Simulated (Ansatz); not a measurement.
# AgGeF3 (model cell, started as cubic perovskite with Ge in the octahedra): a soft mode frozen in

Wanted: the energy along a soft mode of AgGeF3 (model cell, started as cubic perovskite with Ge in the octahedra) and the structure at the end.

Main program and level: Ansatz 0.2.0; DFT PBEsol, scalar-relativistic, plane waves, PAW; PAW set soft_1.

The structure was built from a prototype and need not be the compound's stable phase.

### 1. Set-up

It takes space group Pm-3m (No. 221, cubic). Conventional cell: a = 4.264 Å, b = 4.264 Å, c = 4.264 Å, α = 90.00°, β = 90.00°, γ = 90.00°. Nearest to Ag lie 12 F at 3.02 Å. Ge has 6 F at 2.13 Å nearest. Nearest to F lie 2 Ge at 2.13 Å. Farther neighbours and most contacts between anions are not listed.

Structure file:

```cif
data_structure
_symmetry_space_group_name_H-M 'P 1'
_symmetry_Int_Tables_number 1
_cell_length_a 4.2640
_cell_length_b 4.2640
_cell_length_c 4.2640
_cell_angle_alpha 90.000
_cell_angle_beta 90.000
_cell_angle_gamma 90.000
_cell_volume 77.53
loop_
_atom_site_label
_atom_site_type_symbol
_atom_site_fract_x
_atom_site_fract_y
_atom_site_fract_z
_atom_site_occupancy
Ag1 Ag 0.00000 0.00000 0.00000 1
Ge2 Ge 0.50000 0.50000 0.50000 1
F3 F 0.50000 0.50000 0.00000 1
F4 F 0.50000 0.00000 0.50000 1
F5 F 0.00000 0.50000 0.50000 1
```

### 2. The dispersion

The cell comes from relaxations at this level that are not shown. Stability and thermal properties need the whole zone. Linear response on a 4×4×4 q mesh gives force constants as far as a supercell of that size would.

input.yaml

```yaml
crystal:
  lattice:
    - [4.2639971677, 0.0, 0.0]
    - [0.0, 4.2639971677, 0.0]
    - [0.0, 0.0, 4.2639971677]
  atoms:
    - { symbol: Ag, position: [0.0, 0.0, 0.0] }
    - { symbol: Ge, position: [0.5, 0.5, 0.5] }
    - { symbol: F, position: [0.5, 0.5, 0.0] }
    - { symbol: F, position: [0.5, 0.0, 0.5] }
    - { symbol: F, position: [0.0, 0.5, 0.5] }
kpoints:
  mp_grid: { grid: [8, 8, 8] }
hamiltonian:
  xc: pbesol
  pseudopotentials: { kind: paw, azcp: { folder: soft_1 }, xc_functional: pbe }
scf:
  occupations: { method: methfessel_paxton, width: 0.2 }
output:
  eigenvalues: true
phonons:
  method: dfpt
  qmesh: [4, 4, 4]
  temperatures: { t_max: 1000, t_step: 50 }
  qpath:
    path:
      - [[0.0, 0.0, 0.0], [0.0, 0.5, 0.0], [0.5, 0.5, 0.0], [0.0, 0.0, 0.0], [0.5, 0.5, 0.5], [0.0, 0.5, 0.0]]
      - [[0.5, 0.5, 0.5], [0.5, 0.5, 0.0]]
    npoints: 10
```

Launch:

```bash
$ ansatz run input.yaml --threads 4 --pin off --max-ram 16384MiB --backend cpu --events-out ev --progress --plain --runs-dir out
```

Numbers of over 12 decimals in the logs are rounded to 6 here.

The program printed:

```text
Engine: ansatz 0.2.0, aarch64-unknown-linux-gnu
Pseudopotentials: kind: paw
Pseudopotential: Ag, paw, valence charge 19, recommended cutoff 420 eV (normal), soft_1/Ag.paw.azcp
Pseudopotential: Ge, paw, valence charge 14, recommended cutoff 420 eV (normal), soft_1/Ge.paw.azcp
Pseudopotential: F, paw, valence charge 7, recommended cutoff 420 eV (normal), soft_1/F.paw.azcp
Functional definition: PBEsol
  exchange = pbesol_x
  correlation = pbesol_c
Crystal: 5 atoms, lattice volume = 77.527 Å³
Basis set: ecut = 420 eV, 1503 PW (Γ), exchange–correlation on 60×60×60 points (8 copies of the dense FFT grid, shifted against one another)
Bands: 33, of which v1, the nominal top of the filled ones, is band 27 counted from 1 (26 counted from 0)
Symmetry: 48 space group operations
k-points: 35 of 512
Non-local potential: Ag, projectors of the file, l = 0: 3, l = 1: 2, l = 2: 2, l = 3: 1
Non-local potential: Ge, projectors of the file, l = 0: 2, l = 1: 2, l = 2: 3, l = 3: 1
Non-local potential: F, projectors of the file, l = 0: 2, l = 1: 2, l = 2: 1
PAW form: soft (Blöchl's): semilocal exchange-correlation on the pseudo side does not see the compensation charge
PAW frozen core: Ag, regenerated for the run's functional, and the local potential with it (the file was generated under x = pbe(κ = 0.804, μ = 0.219515), c = pbe(β = 0.066725))
PAW frozen core: Ge, regenerated for the run's functional, and the local potential with it (the file was generated under x = pbe(κ = 0.804, μ = 0.219515), c = pbe(β = 0.066725))
PAW frozen core: F, regenerated for the run's functional, and the local potential with it (the file was generated under x = pbe(κ = 0.804, μ = 0.219515), c = pbe(β = 0.066725))
PAW one-centre angular grid: Ag, 590 points (default); XC on 64 Gauss nodes
PAW one-centre angular grid: Ge, 590 points (default); XC on 64 Gauss nodes
PAW one-centre angular grid: F, 110 points (default); XC on 64 Gauss nodes
Initial density: superposition of atomic densities (chi_scale 0.1, normalization cell, long waves kept (reshape's long-wave potential 0.10 eV rms))
Initial wavefunctions: pseudopotential atomic-orbital guess
Functional: x = pbesol(κ = 0.804, μ = 0.123457), c = pbesol(β = 0.046)
SCF iter   1: F=—  HF=-14184.083028 eV  |F-HF|=—  |Δ(HF+E_count)|=         —  Δρ=2.14e-1  dr2=3.44e1  ethr=3.10e-3  ⟨swp⟩=5.1  Hψ=4193  notcnv=0
preconditioner: auto → LDOS  [metal: Δε(μ)=0.026 eV  Ē_g=17.234 eV  σ=0.200 eV  W_gap=0.11  n_scr=26 (ndim 8)  ℏωp=28.6 eV  f_vac=0.037  D(μ)=2.58/eV (n_scr^D=18)  β→1.0]
SCF iter   2: F=—  HF=-14177.868685 eV  |F-HF|=—  |Δ(HF+E_count)|=    6.21e0  S|Δr|=    0.00e0  Δρ=1.22e-1  dr2=6.55e0  ethr=3.10e-3  ⟨swp⟩=3.5  Hψ=2948  notcnv=0  defer=42
SCF iter   3: F=—  HF=-14175.877873 eV  |F-HF|=—  |Δ(HF+E_count)|=    1.99e0  S|Δr|=    0.00e0  Δρ=3.52e-2  dr2=8.56e-1  ethr=3.10e-3  ⟨swp⟩=2.7  Hψ=2604  notcnv=0  defer=38
SCF iter   4: F=—  HF=-14175.633581 eV  |F-HF|=—  |Δ(HF+E_count)|=   2.44e-1  S|Δr|=    0.00e0  Δρ=1.49e-2  dr2=1.10e-1  ethr=1.59e-3  ⟨swp⟩=2.2  Hψ=2523  notcnv=0  defer=40
SCF iter   5: F=—  HF=-14175.623871 eV  |F-HF|=—  |Δ(HF+E_count)|=   9.71e-3  S|Δr|=    0.00e0  Δρ=4.75e-3  dr2=1.30e-2  ethr=2.04e-4  ⟨swp⟩=2.1  Hψ=2320  notcnv=0  defer=40
SCF iter   6: F=—  HF=-14175.622963 eV  |F-HF|=—  |Δ(HF+E_count)|=   9.08e-4  S|Δr|=    0.00e0  Δρ=9.21e-4  dr2=5.74e-4  ethr=2.41e-5  ⟨swp⟩=2.0  Hψ=2030  notcnv=0  defer=40
SCF iter   7: F=—  HF=-14175.622875 eV  |F-HF|=—  |Δ(HF+E_count)|=   8.78e-5  S|Δr|=    0.00e0  Δρ=2.18e-4  dr2=2.85e-5  ethr=1.06e-6  ⟨swp⟩=2.1  Hψ=1855  notcnv=0  defer=40
SCF iter   8: F=—  HF=-14175.622834 eV  |F-HF|=—  |Δ(HF+E_count)|=   4.06e-5  S|Δr|=    0.00e0  Δρ=2.71e-5  dr2=6.86e-7  ethr=5.28e-8  ⟨swp⟩=2.0  Hψ=1874  notcnv=0  defer=40
SCF iter   9: F=—  HF=-14175.622847 eV  |F-HF|=—  |Δ(HF+E_count)|=   1.27e-5  S|Δr|=    0.00e0  Δρ=2.25e-6  dr2=2.26e-9  ethr=1.27e-9  ⟨swp⟩=2.3  Hψ=1834  notcnv=0  defer=40
SCF iter  10: F=—  HF=-14175.622847 eV  |F-HF|=—  |Δ(HF+E_count)|=   1.49e-9  S|Δr|=    0.00e0  Δρ=3.37e-7  dr2=6.96e-11  ethr=4.18e-12  ⟨swp⟩=2.0  Hψ=2054  notcnv=0  defer=40
SCF iter  11: F=-14175.622847 eV  HF=-14175.622847 eV  |F-HF|=3.64e-12  |Δ(HF+E_count)|=  3.64e-12  S|Δr|=    0.00e0  Δρ=3.41e-8  dr2=8.45e-13  ethr=1.00e-12  ⟨swp⟩=11.5  Hψ=5799  notcnv=0
SCF 1 converged in 11 iterations: F = -14175.622847 eV  dr2 = 8.45e-13
  greatest PAW one-centre occupation: 1.000 electrons in one spin orbital (limit 2), on the Ag atom at site 0 (counted from 0), in its partial waves of l = 0
Initial density: read from a saved state, or passed on in memory by an earlier SCF of this step, an earlier step, the calling program or the single point that the run made first
iter 1 solved again at ethr=9.70e-8 eV; its pass at ethr=3.10e-3 eV (dr2=5.24e-5 eV) is discarded
SCF iter   1: F=—  HF=-14175.622850 eV  |F-HF|=—  |Δ(HF+E_count)|=         —  Δρ=2.96e-7  dr2=1.98e-11  ethr=9.70e-8  ⟨swp⟩=3.0  Hψ=6949  notcnv=0
eigensolver tolerance schedule: the retry pair's looser diagonalisation over-reported the residual by 2639542.66 of it (diagonalisation noise at an unbounded share of the residual, at the tolerance the schedule requests for it); recorded, not acted on — ethr = c·dr2/N_el stays at c = 1.0e-1
preconditioner: auto → Kerker (q_TF=auto, 2.569 Å⁻¹)  [metal: Δε(μ)=0.091 eV  Ē_g=16.472 eV  σ=0.200 eV  W_gap=0.38  n_scr=26 (ndim 8)  ℏωp=28.6 eV  f_vac=0.059  D(μ)=0.42/eV (n_scr^D=0)]
SCF iter   2: F=—  HF=-14175.622847 eV  |F-HF|=—  |Δ(HF+E_count)|=   2.44e-6  S|Δr|=    0.00e0  Δρ=1.60e-7  dr2=8.04e-12  ethr=1.00e-12  ⟨swp⟩=3.9  Hψ=5322  notcnv=0
SCF iter   3: F=-14175.622847 eV  HF=-14175.622847 eV  |F-HF|=7.28e-12  |Δ(HF+E_count)|=  3.64e-12  S|Δr|=    0.00e0  Δρ=9.24e-8  dr2=2.16e-12  ethr=1.00e-12  ⟨swp⟩=1.0  Hψ=2450  notcnv=0
SCF 2 converged in 3 iterations: F = -14175.622847 eV  dr2 = 2.16e-12
phonons: the bands overlap, so this run is a metal and interpolates without the dipole-dipole term. If the crystal is really an insulator or semiconductor, its LO-TO splitting is missing
NSCF: frozen V_eff on 35 k-points
NSCF: frozen V_eff on 125 k-points
DFPT response loops at q = (0, 0, 0) (fractional): preconditioner auto → Kerker (q_TF=auto, 2.569 Å⁻¹) (partly filled bands, converged f_vac=0.059); β = 1.00, the filter's whole step (`scf.mixing.beta` (0.50) is not read by the response loops under this deck's `scf.mixing.preconditioner`; to damp them name `kerker` or `kerker_dos`, under which they read `scf.mixing.beta`, and type it under 1.00, their step now; both keys bind the ground state too); Broyden in place of MSR1
NSCF: frozen V_eff on 400 k-points
DFPT response loops at q = (0, 0, 0.25) (fractional): mixed as the last ones told, above
NSCF: frozen V_eff on 250 k-points
DFPT response loops at q = (0, 0, -0.5) (fractional): mixed as the last ones told, above
NSCF: frozen V_eff on 640 k-points
DFPT response loops at q = (0, 0.25, 0.25) (fractional): mixed as the last ones told, above
NSCF: frozen V_eff on 400 k-points
DFPT response loops at q = (0, 0.25, -0.5) (fractional): mixed as the last ones told, above
NSCF: frozen V_eff on 250 k-points
DFPT response loops at q = (0, -0.5, -0.5) (fractional): mixed as the last ones told, above
NSCF: frozen V_eff on 1024 k-points
DFPT response loops at q = (0.25, 0.25, 0.25) (fractional): mixed as the last ones told, above
NSCF: frozen V_eff on 640 k-points
DFPT response loops at q = (0.25, 0.25, -0.5) (fractional): mixed as the last ones told, above
NSCF: frozen V_eff on 400 k-points
DFPT response loops at q = (0.25, -0.5, -0.5) (fractional): mixed as the last ones told, above
NSCF: frozen V_eff on 250 k-points
DFPT response loops at q = (-0.5, -0.5, -0.5) (fractional): mixed as the last ones told, above
SCF converged after 11 iterations
Stability not checked: this state was not tested for a lower state beside it, because cold or Methfessel-Paxton smearing, or corrected tetrahedra, fill the levels in a way that the test cannot read (fill_not_monotonic; see scf.lower_state_search)
Free energy (F): -14175.622847 eV
Harris-Foulkes:  -14175.622847 eV  (|F-HF|=3.64e-12)
Internal energy: -14175.625374 eV  (E = F + TS)
E sigma→0 (E₀):  -14175.623479 eV
Entropy (-TS):   0.002527 eV (0.505 meV/atom)
Fermi energy:    7.438253 eV
--- Per-component energies (eV) ---
  E_band       = -652.131879
  E_kinetic    = 1148.905615
  E_local      = -6587.722434  (includes V_loc(G=0)·N_el)
  E_nonlocal   = 512.688931
  E_hartree    = 2913.098541
  E_xc         = -453.201625
  E_vxc        = -554.424781  (∫ρ·V_xc dr)
  E_paw        = -6448.323877  (= ΣΔE_a)
  E_vpaw       = -997.778604  (= ΣTr[D̂ρ^β])
  E_aug_tail   = 0.002313  (compensation charges beyond the density's cutoff)
  E_ewald      = -5262.440842
  E_core_change = 1.368006  (= ΣΔE_core)
  E_smearing   = 0.002527  (= −TS)
  E_closure    = 0.000000  (closes the sum)
  Σ components = -14175.622847   (vs F -14175.622847, Δ=0.00e0)
--- Band table (eV; the first three rows and the last of 35) ---
  k-point 0: bands = [... 23 lower, 3.4660, 3.6188, 3.6188, 3.6188, 6.8526, 13.6854, 13.6854, 13.6854, ... 2 higher]
  k-point 1: bands = [... 23 lower, 3.5492, 3.6204, 3.6830, 3.6830, 7.0311, 13.1912, 13.7015, 13.7015, ... 2 higher]
  k-point 2: bands = [... 23 lower, 3.7107, 3.8206, 3.8206, 3.9772, 7.4865, 12.2265, 13.7589, 13.7589, ... 2 higher]
  k-point 34: bands = [... 23 lower, 3.5355, 3.7252, 3.7252, 8.4998, 8.5914, 10.4562, 10.4562, 10.4562, ... 2 higher]
--- Phonons (Γ-DFPT): 4 representative perturbations + reference (Σ response iterations 13) ---
  ASR residual: 2.046e-5 → 0.000e0 eV/Å²; symmetrization residual: 7.723e-6 eV/Å²
  ASR residual per site (eV/Å²): 2.87e-6 1.89e-6 2.05e-5 2.05e-5 2.05e-5
  Γ frequencies (cm⁻¹): -189.93 -189.93 -189.93 -79.26 -79.26 -79.26 -76.32 -76.32 -76.32 0.00 0.00 0.00 122.23 122.23 122.23
--- Phonons (arbitrary-q DFPT): 10 irreducible q on the 4×4×4 mesh ---
  q = [0.0000, 0.0000, 0.0000] (star 1, of the zone-centre solve; hermiticity 7.49e-6, symmetrization 2.58e-11): -189.93 -189.93 -189.93 -79.26 -79.26 -79.26 -76.32 -76.32 -76.32 -0.00 -0.00 0.00 122.23 122.23 122.23
  q = [0.0000, 0.0000, 0.2500] (star 6, 9 solved perturbations in 1560 linear systems a pass and spin channel, the states on 200 of 512 k-point pairs; hermiticity 1.68e-6, symmetrization 7.96e-12): -187.43 -187.43 -108.01 -76.47 -76.47 -73.83 -73.83 -71.03 19.30 19.30 22.70 114.42 114.42 162.11 226.79
  q = [0.0000, 0.0000, -0.5000] (star 3, 9 solved perturbations in 975 linear systems a pass and spin channel, the states on 125 of 512 k-point pairs; hermiticity 5.46e-7, symmetrization 2.80e-12): -185.51 -185.51 -105.06 -75.12 -75.12 -70.61 -70.61 -62.59 24.72 43.14 43.14 102.43 102.43 227.36 325.50
  q = [0.0000, 0.2500, 0.2500] (star 12, 9 solved perturbations in 2460 linear systems a pass and spin channel, the states on 320 of 512 k-point pairs; hermiticity 1.39e-6, symmetrization 5.58e-13): -184.20 -114.81 -106.87 -88.36 -74.08 -69.28 -53.56 -25.33 7.11 74.38 107.12 149.66 167.58 224.67 235.16
  q = [0.0000, 0.2500, -0.5000] (star 12, 15 solved perturbations on 200 of 512 k-point pairs; hermiticity 5.62e-7, symmetrization 8.79e-14): -181.47 -122.21 -94.88 -84.88 -69.99 -66.26 -39.99 -31.88 21.90 96.47 103.08 159.57 228.06 229.08 326.30
  q = [0.0000, -0.5000, -0.5000] (star 3, 9 solved perturbations in 975 linear systems a pass and spin channel, the states on 125 of 512 k-point pairs; hermiticity 1.33e-6, symmetrization 1.20e-12): -177.88 -134.56 -89.33 -89.33 -57.88 -57.88 -41.27 10.33 10.33 88.29 134.28 224.33 224.33 322.55 343.04
  q = [0.2500, 0.2500, 0.2500] (star 8, 4 solved perturbations in 1376 linear systems a pass and spin channel, the states on 512 of 512 k-point pairs; hermiticity 3.96e-7, symmetrization 1.40e-12): -116.50 -116.50 -110.86 -60.93 -60.93 -54.35 -28.44 82.88 82.88 148.62 164.60 164.60 222.54 222.54 250.99
  q = [0.2500, 0.2500, -0.5000] (star 12, 9 solved perturbations in 2460 linear systems a pass and spin channel, the states on 320 of 512 k-point pairs; hermiticity 4.05e-7, symmetrization 2.49e-12): -124.28 -120.76 -115.72 -61.84 -61.28 -45.79 72.11 96.06 114.44 159.36 161.94 220.01 225.24 245.47 331.26
  q = [0.2500, -0.5000, -0.5000] (star 6, 9 solved perturbations in 1560 linear systems a pass and spin channel, the states on 200 of 512 k-point pairs; hermiticity 1.46e-6, symmetrization 4.38e-13): -135.82 -123.67 -123.67 -62.52 -62.52 -53.66 108.82 108.82 136.72 156.95 219.69 219.69 226.07 322.09 327.36
  q = [-0.5000, -0.5000, -0.5000] (star 1, 4 solved perturbations in 350 linear systems a pass and spin channel, the states on 125 of 512 k-point pairs; hermiticity 6.60e-7, symmetrization 3.02e-12): -137.10 -137.10 -137.10 -62.38 -62.38 -62.38 139.50 139.50 139.50 213.48 213.48 213.48 216.16 321.26 321.26
  sum rule: each row above includes the acoustic sum rule's correction from the zone centre's row sums; it moved no ω² by more than (0.54 cm⁻¹)²
  mesh force constants: q→R imaginary residual 1.26e-18; ASR residual 2.046e-5 → 0.000e0 eV/Å²; symmetrization residual 2.220e-15 eV/Å²
  interpolated dispersion: 62 rows × 15 modes
  density of states and harmonic sums: on the 16×16×16 q-mesh, interpolated from the force constants of a 4×4×4 supercell (no non-analytic term)
  largest difference from the sums on the solved wave vectors: F 1.12e-2 eV, S 1.61e-5 and C_V 1.77e-5 eV/K
  zero-point energy: 0.076095 eV/cell   skipped modes (ω ≤ 0): 1211, of them read as no rigid motion or as one in doubt: 1208 (7.239e0 modes/cell left out, lowest -189.93 cm⁻¹)   left out of the sums: 4.83e-1 of the cell's modes: C_V's classical limit lies that fraction below 3 k_B per atom; for a crystal, a wire or a layer, F and S can be off by more, and a phonons.interpolated_qmesh denser along its periods is the remedy for the sampling
```

Elapsed: 16 min, on 4 threads of Arm Neoverse V2, shared host; peak memory 2.8 GiB.

In the SCF lines HF is the Harris–Foulkes energy and dr2 the Hartree energy of the density residual, in eV; the loop may stop once dr2 is under the threshold and the program's other checks hold. Hψ counts applications of the Hamiltonian.

Numbers from this step:

```yaml
volume_per_atom: 15.51 Å³
gap_on_the_k_mesh: 0 eV
sum_rule_residual_before_enforcement: 2.05e-5 eV/Å²
lowest_frequency_on_the_path: -189.9 cm⁻¹
point_group: m-3m
highest_frequency_on_the_path_or_at_a_solved_wavevector: 344.4 cm⁻¹
highest_optical_mode_at_the_zone_centre_no_lo_to_term: 122.2 cm⁻¹
lowest_optical_zone_centre_mode: -189.9 cm⁻¹
lowest_mode_on_the_q_mesh_acoustic_modes_at_gamma_apart: -189.9 cm⁻¹
```

Frequencies (cm⁻¹) solved at each irreducible wavevector; negative means imaginary. Frequencies by wavevector, by row:

```csv
q in reciprocal lattice units,star,mode 1,mode 2,mode 3,mode 4,mode 13,mode 14,mode 15
0 0 0,1,-189.9,-189.9,-189.9,-79.3,122.2,122.2,122.2
0 0 0.25,6,-187.4,-187.4,-108,-76.5,114.4,162.1,226.8
0 0 -0.5,3,-185.5,-185.5,-105.1,-75.1,102.4,227.4,325.5
0 0.25 0.25,12,-184.2,-114.8,-106.9,-88.4,167.6,224.7,235.2
0 0.25 -0.5,12,-181.5,-122.2,-94.9,-84.9,228.1,229.1,326.3
0 -0.5 -0.5,3,-177.9,-134.6,-89.3,-89.3,224.3,322.6,343
0.25 0.25 0.25,8,-116.5,-116.5,-110.9,-60.9,222.5,222.5,251
0.25 0.25 -0.5,12,-124.3,-120.8,-115.7,-61.8,225.2,245.5,331.3
0.25 -0.5 -0.5,6,-135.8,-123.7,-123.7,-62.5,226.1,322.1,327.4
-0.5 -0.5 -0.5,1,-137.1,-137.1,-137.1,-62.4,216.2,321.3,321.3
```

Interpolated from a 4×4×4 q mesh. Phonon branches along the path, in cm⁻¹:

```csv
point,branch 1,branch 2,branch 3,branch 4,branch 12,branch 13,branch 14,branch 15
Γ,-190,-190,-190,-79,0,122,122,122
halfway,-187,-187,-108,-76,114,114,162,227
X,-186,-186,-105,-75,102,102,227,326
halfway,-182,-122,-95,-85,160,228,229,326
M,-178,-135,-89,-89,224,224,322,343
halfway,-184,-115,-107,-88,150,168,225,235
Γ,-190,-190,-190,-79,0,122,122,122
halfway,-116,-116,-111,-61,165,222,222,251
R,-137,-137,-137,-62,214,216,321,321
halfway,-124,-121,-116,-62,220,225,246,331
X,-186,-186,-105,-75,102,102,227,326
jump to R,-137,-137,-137,-62,214,216,321,321
halfway,-136,-124,-124,-62,220,226,322,327
M,-178,-135,-89,-89,224,224,322,343
```

Symmetry leaves 10 wavevectors to solve. The lowest mode among them, the acoustic zeros apart, lies at Γ and is imaginary, 189.9i cm⁻¹, so the energy falls along it.

### 3. The mode frozen in, largest atomic shift 0 Å

The mode followed lies at Γ with frequency 189.9i cm⁻¹ and is 3-fold degenerate, the softest among the wavevectors solved. At small amplitude the distorted cell has space group no. 160 by a symmetry search on the positions. The undistorted cell that holds it gives the zero of energy on the same k mesh.

input.yaml, the sections that differ from step 2:

```yaml
output:
  forces: true
  stress: true
  eigenvalues: true
# crystal, kpoints, hamiltonian, scf: as in step 2
# phonons: removed
```

The program printed:

```text
[...]
Crystal: 5 atoms, lattice volume = 77.527 Å³
Basis set: ecut = 420 eV, 1503 PW (Γ), exchange–correlation on 60×60×60 points (8 copies of the dense FFT grid, shifted against one another)
Bands: 33, of which v1, the nominal top of the filled ones, is band 27 counted from 1 (26 counted from 0)
Symmetry: 48 space group operations
[...]
k-points: 35 of 512
[...]
k-point 0: bands = [... 23 lower, 3.4661, 3.6189, 3.6189, 3.6189, 6.8526, 13.6854, 13.6854, 13.6854, ... 2 higher]
  k-point 1: bands = [... 23 lower, 3.5493, 3.6204, 3.6830, 3.6830, 7.0311, 13.1912, 13.7015, 13.7015, ... 2 higher]
  k-point 2: bands = [... 23 lower, 3.7107, 3.8206, 3.8206, 3.9772, 7.4865, 12.2265, 13.7589, 13.7589, ... 2 higher]
  k-point 34: bands = [... 23 lower, 3.5355, 3.7252, 3.7252, 8.4998, 8.5914, 10.4562, 10.4562, 10.4562, ... 2 higher]
[key lines of the parts left out:]
SCF converged after 9 iterations
Free energy (F): -14175.622847 eV
Fermi energy:    7.438265 eV
P = ⅓ Tr σ = 0.0089 GPa (0.089 kbar)
```

The job ended after 1.5 s (4 threads; peak memory 0.38 GiB; 5.3 s of CPU time).

This step gave:

| Item | Value |
| --- | --- |
| pressure | 0.008908 GPa |
| energy from the undistorted cell | 0 meV/atom |

The run ends at a pressure of 0.01 GPa.

(Continued in part 2 of 3.)

[Logs are printed without paths, hosts, clocks, repeated set-up lines and the standing remarks that a program may print on its own settings, such as how far it seeks lower states.]

[Hosts, paths, dates, database ids (printed as entryN), source tags and the programs' standing remarks are cut or masked in the printed files.]
